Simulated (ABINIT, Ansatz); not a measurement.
**Quasiparticle gap of BaNaH6Ir (F-43m) in ABINIT**

Wanted: ground state, empty states, screening and self-energy for BaNaH6Ir (F-43m).

Program: ABINIT 10.8.3. Level of theory: LDA and many-body steps on it, plane waves. Results are calculated unless marked as measured.

Report form: the programs' logs are mostly left out.

**1. The starting structure**

Symmetry: F-43m, No. 216, cubic system. Conventional cell: a = 7.845 Å, b = 7.845 Å, c = 7.845 Å, α = 90.00°, β = 90.00°, γ = 90.00°. Nearest to Na lie 12 H at 2.79 Å. Nearest to Ba lie 12 H at 2.79 Å. H has 1 Ir at 1.69 Å and 4 H at 2.39 Å and 2 Ba at 2.79 Å and 2 Na at 2.79 Å nearest. Nearest to Ir lie 6 H at 1.69 Å. Farther neighbours are not listed.

The cell and positions are those that the Materials Project relaxed with its own functionals (PBE, PBE+U or r2SCAN), kept fixed. Spin-orbit coupling is left out unless a step names it.

**2. Ground state**

This step: ABINIT 10.8.3; DFT, LDA, plane waves, norm-conserving pseudopotentials.

The ground-state density comes first.

The input, run.abi:

```
acell 3*1.0 Angstrom
rprim 
  -0.000000000000 3.922549000000 3.922549000000
  3.922549000000 -0.000000000000 3.922549000000
  3.922549000000 3.922549000000 -0.000000000000
ntypat 4
znucl 11 56 1 77
natom 9
typat 1 2 3 3 3 3 3 3 4
xred 
  0.250000000000 0.250000000000 0.250000000000
  0.750000000000 0.750000000000 0.750000000000
  0.784973000000 0.215027000000 0.215027000000
  0.215027000000 0.784973000000 0.215027000000
  0.784973000000 0.784973000000 0.215027000000
  0.215027000000 0.784973000000 0.784973000000
  0.784973000000 0.215027000000 0.784973000000
  0.215027000000 0.215027000000 0.784973000000
  0.000000000000 0.000000000000 0.000000000000
pp_dirpath "pseudos"
pseudos "Na.upf, Ba.upf, H.upf, Ir.upf"
ecut 38
ngkpt 4 4 4
nshiftk 1
shiftk 0 0 0
kptopt 1
chksymbreak 0
nband 29
occopt 1
tolvrs 1e-10
nstep 60
prtwf 0
optforces 0
optstress 0
indata_prefix "in"
outdata_prefix "out"
tmpdata_prefix "tmp"
```

Run with:

```bash
$ OMP_NUM_THREADS=1 mpirun -n 4 abinit run.abi > log
```

It took 34 s on 4 MPI ranks of Arm Neoverse V1, shared host; peak memory 0.51 GiB.

This step gave:

| Quantity | Value |
| --- | --- |
| total energy | -5234.6514 eV |
| gap | 2.990 eV |
| k of the valence top | 0, 0, 0 |
| k of the conduction bottom | 0.5, 0.5, 0 |
| least direct gap | 3.020 eV |

The gap is indirect, with the least direct gap 0.03 eV higher.

**3. Bands along the symmetry lines**

The cheap functional maps the bands first; the places of the edges decide which points the dearer methods must see.

Edit run.abi of step 2 so:

```diff
@@ -22,14 +22,40 @@
 ecut 38
-ngkpt 4 4 4
-nshiftk 1
-shiftk 0 0 0
-kptopt 1
-chksymbreak 0
-nband 29
-occopt 1
-tolvrs 1e-10
-nstep 60
+iscf -2
+irdden 1
+kptopt 0
+nkpt 26
+kpt 
+  0.00000000 0.00000000 0.00000000
+  -0.12500000 -0.12500000 0.00000000
+  -0.25000000 -0.25000000 0.00000000
+  -0.37500000 -0.37500000 0.00000000
+  -0.50000000 -0.50000000 0.00000000
+  -0.46875000 -0.46875000 0.06250000
+  -0.43750000 -0.43750000 0.12500000
+  -0.40625000 -0.40625000 0.18750000
+  -0.37500000 -0.37500000 0.25000000
+  -0.37500000 0.00000000 0.37500000
+  -0.28125000 0.00000000 0.28125000
+  -0.18750000 0.00000000 0.18750000
+  -0.09375000 0.00000000 0.09375000
+  0.00000000 0.00000000 0.00000000
+  0.00000000 0.00000000 0.12500000
+  0.00000000 0.00000000 0.25000000
+  0.00000000 0.00000000 0.37500000
+  -0.00000000 -0.00000000 0.50000000
+  -0.12500000 -0.06250000 0.43750000
+  -0.25000000 -0.12500000 0.37500000
+  -0.37500000 -0.18750000 0.31250000
+  -0.50000000 -0.25000000 0.25000000
+  -0.50000000 -0.31250000 0.18750000
+  -0.50000000 -0.37500000 0.12500000
+  -0.50000000 -0.43750000 0.06250000
+  -0.50000000 -0.50000000 0.00000000
+istwfk *1
+nband 28
+nbdbuf 2
+tolwfr 1e-08
+nstep 40
 prtwf 0
-optforces 0
-optstress 0
+prtvol 0
 indata_prefix "in"
```

The job ended after 44 s (4 MPI ranks; peak memory 0.46 GiB; 2.9 min of CPU time).

Numbers from this step:

- gap: 2.990 eV
- k of the valence top: 0, 0, 0
- k of the conduction bottom: -0.5, -0.5, 0
- least direct gap: 3.020 eV

The gap is 2.990 eV, as in the run before at this level.

Electronic bands along the path, in eV, zero at the top of the highest filled band:

```csv
point,band 18,band 19,band 20,band 21,band 22,band 23,band 24,band 25
Γ,-1.12,0.00,0.00,0.00,4.36,5.15,5.15,7.02
halfway,-0.87,-0.18,-0.02,-0.02,3.89,5.25,5.61,6.82
X,-0.61,-0.32,-0.03,-0.03,2.99,5.22,5.43,5.99
halfway,-0.60,-0.23,-0.03,-0.03,3.10,5.27,5.45,5.76
U,-0.58,-0.14,-0.03,-0.03,3.38,5.23,5.38,5.68
jump to K,-0.58,-0.14,-0.03,-0.03,3.38,5.23,5.38,5.68
halfway,-0.76,-0.15,-0.05,-0.02,4.54,4.64,5.60,6.14
Γ,-1.12,0.00,0.00,0.00,4.36,5.15,5.15,7.02
halfway,-0.87,-0.11,-0.04,-0.04,4.78,4.78,5.22,6.25
L,-0.62,-0.22,-0.06,-0.06,4.78,4.78,5.21,5.60
halfway,-0.61,-0.11,-0.06,-0.04,3.89,4.88,5.55,5.72
W,-0.67,-0.11,-0.03,-0.02,3.48,5.14,5.43,5.47
halfway,-0.64,-0.18,-0.03,-0.03,3.20,5.30,5.48,5.57
X,-0.61,-0.32,-0.03,-0.03,2.99,5.22,5.43,5.99
```

**4. Empty states on the mesh, 2×2×2 mesh, 237 bands**

The sums over transitions need many empty states on a uniform mesh; this step solves for them.

The input, run.abi:

```
acell 3*1.0 Angstrom
rprim 
  -0.000000000000 3.922549000000 3.922549000000
  3.922549000000 -0.000000000000 3.922549000000
  3.922549000000 3.922549000000 -0.000000000000
ntypat 4
znucl 11 56 1 77
natom 9
typat 1 2 3 3 3 3 3 3 4
xred 
  0.250000000000 0.250000000000 0.250000000000
  0.750000000000 0.750000000000 0.750000000000
  0.784973000000 0.215027000000 0.215027000000
  0.215027000000 0.784973000000 0.215027000000
  0.784973000000 0.784973000000 0.215027000000
  0.215027000000 0.784973000000 0.784973000000
  0.784973000000 0.215027000000 0.784973000000
  0.215027000000 0.215027000000 0.784973000000
  0.000000000000 0.000000000000 0.000000000000
pp_dirpath "pseudos"
pseudos "Na.upf, Ba.upf, H.upf, Ir.upf"
ecut 38
ngkpt 2 2 2
nshiftk 1
shiftk 0 0 0
kptopt 1
chksymbreak 0
iscf -2
irdden 1
istwfk *1
nband 237
nbdbuf 20
tolwfr 1e-09
nstep 60
prtvol 0
indata_prefix "in"
outdata_prefix "out"
tmpdata_prefix "tmp"
```

Run time: 2.1 min. Hardware: 4 MPI ranks; peak memory 0.47 GiB.

Numbers from this step:

- gap: 2.990 eV
- k of the valence top: 0, 0, 0
- k of the conduction bottom: 0.5, 0.5, 0
- least direct gap: 3.020 eV
- k points computed: 3
- lowest point of the top converged band, above the valence top: 74.3921 eV

On this mesh the gap is 2.990 eV.

**5. Screening, 2×2×2 mesh, 217 bands, screening to 176.9 eV**

The RPA dielectric matrix is built and inverted for each q.

This step: RPA screening on LDA, plane waves, norm-conserving pseudopotentials.

Edit run.abi of step 4 so:

```diff
@@ -27,10 +27,11 @@
 chksymbreak 0
-iscf -2
-irdden 1
 istwfk *1
-nband 237
-nbdbuf 20
-tolwfr 1e-09
-nstep 60
-prtvol 0
+occopt 1
+irdwfk 1
+optdriver 3
+nband 217
+ecuteps 6.5
+inclvkb 2
+awtr 1
+symchi 1
 indata_prefix "in"
```

Wall time 50 s (4 MPI ranks); peak memory 2.3 GiB; 3.3 min of CPU time.

Numbers from this step:

```
ε∞ with local fields, on this mesh, along the program's q direction : 4.105
the same without local fields                                       : 5.045
plasma frequency                                                    : 21.90 eV
plane waves in the screening matrix                                 : 645
```

Local fields lower ε∞ by 19 %. On a Γ-centred mesh this coarse the value itself is usually too large, while a short band sum pulls it down.

**6. Self-energy, 2×2×2 mesh, 217 bands, screening to 176.9 eV**

The self-energy is evaluated for the states that the input lists, and the levels follow from it, in one-shot runs by the linearised quasiparticle equation.

This step: G0W0 on LDA, plane waves, norm-conserving pseudopotentials.

Edit run.abi of step 5 so:

```diff
@@ -30,8 +30,17 @@
 irdwfk 1
-optdriver 3
+optdriver 4
 nband 217
+gwcalctyp 0
+ecutsigx 38
+symsigma 1
+nkptgw 2
+kptgw 
+  0.0000000000 0.0000000000 0.0000000000
+  0.5000000000 0.5000000000 0.0000000000
+bdgw 
+  19 24
+  20 23
 ecuteps 6.5
-inclvkb 2
-awtr 1
-symchi 1
+irdscr 1
+ppmodel 1
 indata_prefix "in"
```

It took 42 s on 4 MPI ranks; peak memory 1.9 GiB; 2.8 min of CPU time.

Numbers from this step:

```yaml
g0w0_gap_on_the_points_computed: 4.238 eV
starting_gap_on_the_mesh: 2.990 eV
k_of_the_valence_top: 0, 0, 0
k_of_the_conduction_bottom: 0.5, 0.5, 0
z_at_the_valence_top: 0.778
z_at_the_conduction_bottom: 0.83
least_direct_g0w0_gap_on_the_computed_points: 4.298 eV
```

The gap on the mesh goes from 2.99 eV to 4.24 eV, a correction of +1.25 eV.

Limits: finite bands, cutoff and mesh; no spin polarisation; d states lean on the start; no spin-orbit coupling; coarse k mesh. v1 is the top filled band, c1 the lowest empty one. The levels before and after the correction (eV, zero at the valence-band top of each column):

```csv
,conduction bottom,valence top
Kohn-Sham,2.99,0.00
G0W0,4.24,0.00
```

```csv
,level,energy (eV)
Kohn-Sham,Γ v3-v1,0.000
Kohn-Sham,Γ c1,4.356
Kohn-Sham,Γ c2-c3,5.151
Kohn-Sham,(0.5 0.5 0) v2-v1,-0.030
Kohn-Sham,(0.5 0.5 0) c1,2.990
Kohn-Sham,(0.5 0.5 0) c2,5.223
G0W0,Γ v3-v1,0.000
G0W0,Γ c1,5.458
G0W0,Γ c2-c3,6.608
G0W0,(0.5 0.5 0) v2-v1,-0.060
G0W0,(0.5 0.5 0) c1,4.238
G0W0,(0.5 0.5 0) c2,6.471
```

**7. Where the time went**

Times are wall times on 4 MPI ranks of Arm Neoverse V1, shared host, good to a factor of about two.

```csv
step,time,share,memory (GiB)
ground state,34 s,11 %,0.51
bands along the symmetry lines,44 s,15 %,0.46
empty states on the mesh,2.1 min,43 %,0.47
screening,50 s,17 %,2.3
self-energy,42 s,14 %,1.9
```

**8. Results**

| Property | Result |
| --- | --- |
| LDA gap | 2.99 eV, indirect (only 30 meV under the direct gap) |
| G0W0 gap on the mesh | 4.24 eV |
| GW settings | 2×2×2 mesh, 217 bands, screening to 176.9 eV, Godby-Needs plasmon pole |
| known limits | not at the basis limit; no spin polarisation; d states lean on the start; no spin-orbit coupling; coarse k mesh |

**Reading.** G0W0 moves the gap on the mesh from 2.99 eV to 4.24 eV (+1.25 eV), with Z of 0.78 and 0.83 at the edges. Local fields lower the RPA ε∞ on this mesh from 5.04 to 4.10; a Γ-centred mesh this coarse tends to raise both, most where the direct gap is narrow, while a short band sum lowers them. Only 2 of the mesh's irreducible points were corrected, so a valley elsewhere could overtake. The dearest step here is «empty states on the mesh». Bands and cutoff are finite, so the gap is not at the basis limit. The miss can reach some tenths of an eV and take either sign; the mesh is an error of its own. In the G0W0 run levels were corrected at 2 k points alone, so a gap called «on the mesh» is the least over those, and an edge elsewhere would be missed. The 2×2×2 mesh is coarse for this cell, which bears on the long-range parts of exchange and screening. The runs have no spin polarisation. For a closed low-spin shell that is the natural state; where a d or f shell is open it is a constraint, and the gap is then not the crystal's own. With d states at the gap, one-shot GW leans hard on its start. The many-body steps are scalar-relativistic: spin-orbit coupling is not in them.

[Paths, hosts, dates, memory and timing lines, banners, echoed tables and standing remarks are left out of the program output.]

[Logs are printed without paths, hosts, clocks, repeated set-up lines and the standing remarks that a program may print on its own settings, such as how far it seeks lower states.]

[Runs of the session that timed out or met a known fault of the program may be left out.]

[Hosts, paths, dates, database ids (printed as entryN), source tags and the programs' standing remarks are cut or masked in the printed files.]

[G0W0 gaps are taken among the corrected bands and points alone; a level outside them can change the order at an edge.]

[Where Ansatz stands beside ABINIT at settings called matched, ABINIT's density can come from a denser mesh and the files from another edition; pairs whose starting gaps differed by over 0.03 eV were left out, so agreement reads better than it is.]
